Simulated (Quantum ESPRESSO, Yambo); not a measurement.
# TiO2 (Rutile): G0W0 in Yambo against the screening cutoff

Aim: move the screening cutoff of a G0W0 run on TiO2 (Rutile) over a wide range.

Main program and level: Yambo 5.3.0; PBE and many-body steps on it, plane waves.

Report form: the programs' logs are mostly left out.

### 1. Starting point

The structure is tetragonal, space group P4_2/mnm (No. 136). Conventional cell: a = 4.592 Å, b = 4.592 Å, c = 2.957 Å, α = 90.00°, β = 90.00°, γ = 90.00°. Ti has 6 O at 1.95 to 1.98 Å nearest. Nearest to O lie 3 Ti at 1.95 to 1.98 Å. Farther neighbours and most contacts between anions are not listed.

Structure file:

```cif
data_structure
_symmetry_space_group_name_H-M 'P4_2/mnm'
_symmetry_Int_Tables_number 136
_cell_length_a 4.5922
_cell_length_b 4.5922
_cell_length_c 2.9574
_cell_angle_alpha 90.000
_cell_angle_beta 90.000
_cell_angle_gamma 90.000
_cell_volume 62.37
loop_
_atom_site_label
_atom_site_type_symbol
_atom_site_symmetry_multiplicity
_atom_site_Wyckoff_symbol
_atom_site_fract_x
_atom_site_fract_y
_atom_site_fract_z
_atom_site_occupancy
Ti1 Ti 2 a 0.00000 0.00000 0.00000 1
O1 O 4 f 0.30496 0.30496 0.00000 1
```

The cell and positions come from the Crystallography Open Database and are kept as given unless a step says otherwise.

### 2. 2 Ha

This step: Yambo 5.3.0; G0W0 on PBE, plane waves, norm-conserving pseudopotentials.

Now the one-shot GW correction: screening in the RPA, then the self-energy of the levels asked for.

gw7.in reads:

```
HF_and_locXC
gw0
dyson
ppa
em1d
rim_cut
RandQpts= 1000000
RandGvec= 1 RL
EXXRLvcs= 76 Ry
VXCRLvcs= 304 Ry
Chimod= "HARTREE"
% BndsRnXp
 1 | 89 |
%
NGsBlkXp= 4 Ry
% LongDrXp
 1 | 1 | 1 |
%
% GbndRnge
 1 | 89 |
%
DysSolver= "n"
ExtendOut
PPAPntXp= 27.21138 eV
% QPkrange
 1 | 1 | 23 | 26 |
%
```

Run with:

```sh
$ OMP_NUM_THREADS=2 mpirun -n 4 yambo -F gw7.in -J gw7 -C gw7 > gw7.log
```

Wall time 58 s (4 MPI ranks of Arm Neoverse V2, shared host); peak memory 1.9 GiB; 7.1 min of CPU time.

Numbers from this step:

```yaml
g0w0_gap_on_the_points_computed: 3.519 eV
starting_gap_on_the_mesh: 1.917 eV
k_of_the_valence_top: 0, 0, 0
k_of_the_conduction_bottom: 0, 0, 0
least_direct_g0w0_gap_on_the_computed_points: 3.519 eV
z_at_the_valence_top: 0.7693
z_at_the_conduction_bottom: 0.7785
```

The gap on the mesh goes from 1.92 eV to 3.52 eV, a correction of +1.60 eV.

### 3. 3 Ha

gw8.in reads:

```
HF_and_locXC
gw0
dyson
ppa
em1d
rim_cut
RandQpts= 1000000
RandGvec= 1 RL
EXXRLvcs= 76 Ry
VXCRLvcs= 304 Ry
Chimod= "HARTREE"
% BndsRnXp
 1 | 89 |
%
NGsBlkXp= 6 Ry
% LongDrXp
 1 | 1 | 1 |
%
% GbndRnge
 1 | 89 |
%
DysSolver= "n"
ExtendOut
PPAPntXp= 27.21138 eV
% QPkrange
 1 | 1 | 23 | 26 |
%
```

Run with:

```sh
$ OMP_NUM_THREADS=2 mpirun -n 4 yambo -F gw8.in -J gw8 -C gw8 > gw8.log
```

Run time: 62 s. Hardware: 4 MPI ranks; peak memory 2.7 GiB; 7.6 min of CPU time.

This step gave:

```yaml
g0w0_gap_on_the_points_computed: 3.407 eV
starting_gap_on_the_mesh: 1.917 eV
k_of_the_valence_top: 0, 0, 0
k_of_the_conduction_bottom: 0, 0, 0
least_direct_g0w0_gap_on_the_computed_points: 3.407 eV
z_at_the_valence_top: 0.7636
z_at_the_conduction_bottom: 0.7745
```

Against the run before, the gap moves by −0.112 eV.

### 4. 6 Ha

gw9.in reads:

```
HF_and_locXC
gw0
dyson
ppa
em1d
rim_cut
RandQpts= 1000000
RandGvec= 1 RL
EXXRLvcs= 76 Ry
VXCRLvcs= 304 Ry
Chimod= "HARTREE"
% BndsRnXp
 1 | 89 |
%
NGsBlkXp= 12 Ry
% LongDrXp
 1 | 1 | 1 |
%
% GbndRnge
 1 | 89 |
%
DysSolver= "n"
ExtendOut
PPAPntXp= 27.21138 eV
% QPkrange
 1 | 1 | 23 | 26 |
%
```

Run with:

```sh
$ OMP_NUM_THREADS=2 mpirun -n 4 yambo -F gw9.in -J gw9 -C gw9 > gw9.log
```

It took 1.8 min on 4 MPI ranks; peak memory 2.7 GiB.

This step gave:

```
G0W0 gap on the points computed              : 3.407 eV
starting gap on the mesh                     : 1.917 eV
k of the valence top                         : 0, 0, 0
k of the conduction bottom                   : 0, 0, 0
least direct G0W0 gap on the computed points : 3.407 eV
```

Against the run before, the gap moves by −0.0002 eV.

### 5. 7.5 Ha

gw10.in reads:

```
HF_and_locXC
gw0
dyson
ppa
em1d
rim_cut
RandQpts= 1000000
RandGvec= 1 RL
EXXRLvcs= 76 Ry
VXCRLvcs= 304 Ry
Chimod= "HARTREE"
% BndsRnXp
 1 | 89 |
%
NGsBlkXp= 15 Ry
% LongDrXp
 1 | 1 | 1 |
%
% GbndRnge
 1 | 89 |
%
DysSolver= "n"
ExtendOut
PPAPntXp= 27.21138 eV
% QPkrange
 1 | 1 | 23 | 26 |
%
```

Run with:

```sh
$ OMP_NUM_THREADS=2 mpirun -n 4 yambo -F gw10.in -J gw10 -C gw10 > gw10.log
```

Wall time 2.5 min (4 MPI ranks); peak memory 2.7 GiB.

This step gave:

* G0W0 gap on the points computed: 3.402 eV
* starting gap on the mesh: 1.917 eV
* k of the valence top: 0, 0, 0
* k of the conduction bottom: 0, 0, 0
* least direct G0W0 gap on the computed points: 3.402 eV

Against the run before, the gap moves by −0.006 eV.

### 6. 9.5 Ha

gw11.in reads:

```
HF_and_locXC
gw0
dyson
ppa
em1d
rim_cut
RandQpts= 1000000
RandGvec= 1 RL
EXXRLvcs= 76 Ry
VXCRLvcs= 304 Ry
Chimod= "HARTREE"
% BndsRnXp
 1 | 89 |
%
NGsBlkXp= 19 Ry
% LongDrXp
 1 | 1 | 1 |
%
% GbndRnge
 1 | 89 |
%
DysSolver= "n"
ExtendOut
PPAPntXp= 27.21138 eV
% QPkrange
 1 | 1 | 23 | 26 |
%
```

Run with:

```sh
$ OMP_NUM_THREADS=2 mpirun -n 4 yambo -F gw11.in -J gw11 -C gw11 > gw11.log
```

Run time: 4.1 min. Hardware: 4 MPI ranks; peak memory 2.7 GiB; 31 min of CPU time.

This step gave:

| Item | Value |
| --- | --- |
| G0W0 gap on the points computed | 3.390 eV |
| starting gap on the mesh | 1.917 eV |
| k of the valence top | 0, 0, 0 |
| k of the conduction bottom | 0, 0, 0 |
| least direct G0W0 gap on the computed points | 3.390 eV |

Against the run before, the gap moves by −0.012 eV.

### 7. The runs together

Times are wall times on 4 MPI ranks of Arm Neoverse V2, shared host, good to a factor of about two.

| run | mesh | bands | screening cutoff (eV) | DFT gap (eV) | gap on the mesh (eV) | direct (eV) | time |
| --- | --- | --- | --- | --- | --- | --- | --- |
| 2 Ha | 4×4×4 | 89 | 54.4 | 1.917 | 3.519 | 3.519 | 58 s |
| 3 Ha | 4×4×4 | 89 | 81.6 | 1.917 | 3.407 | 3.407 | 62 s |
| 6 Ha | 4×4×4 | 89 | 163.3 | 1.917 | 3.407 | 3.407 | 1.8 min |
| 7.5 Ha | 4×4×4 | 89 | 204.1 | 1.917 | 3.402 | 3.402 | 2.5 min |
| 9.5 Ha | 4×4×4 | 89 | 258.5 | 1.917 | 3.390 | 3.390 | 4.1 min |

### 8. Summary of results

```json
{
  "2 Ha": "3.519 eV",
  "3 Ha": "3.407 eV",
  "6 Ha": "3.407 eV",
  "7.5 Ha": "3.402 eV",
  "9.5 Ha": "3.390 eV",
  "known limits": "not at the basis limit; coarse k mesh"
}
```

The setting moved: screening cutoff. From 2 Ha to 9.5 Ha the gap moves by −0.13 eV, for 4.2 times the time. The last step still moves it by −0.012 eV. Bands and screening cutoff are coupled, so a series along one setting does not show full convergence. Bands and cutoff are finite, so the gap is not at the basis limit. The miss can reach some tenths of an eV and take either sign; the mesh is an error of its own. In the G0W0 runs levels were corrected at 1 k point alone, so a gap called «on the mesh» is the least over those, and an edge elsewhere would be missed. The 4×4×4 mesh is coarse for this cell, which bears on the long-range parts of exchange and screening.

[Paths, hosts, dates, memory and timing lines, banners, echoed tables and standing remarks are left out of the program output.]

[Logs are printed without paths, hosts, clocks, repeated set-up lines and the standing remarks that a program may print on its own settings, such as how far it seeks lower states.]

[Runs of the session that timed out or met a known fault of the program may be left out.]

[Hosts, paths, dates, database ids (printed as entryN), source tags and the programs' standing remarks are cut or masked in the printed files.]
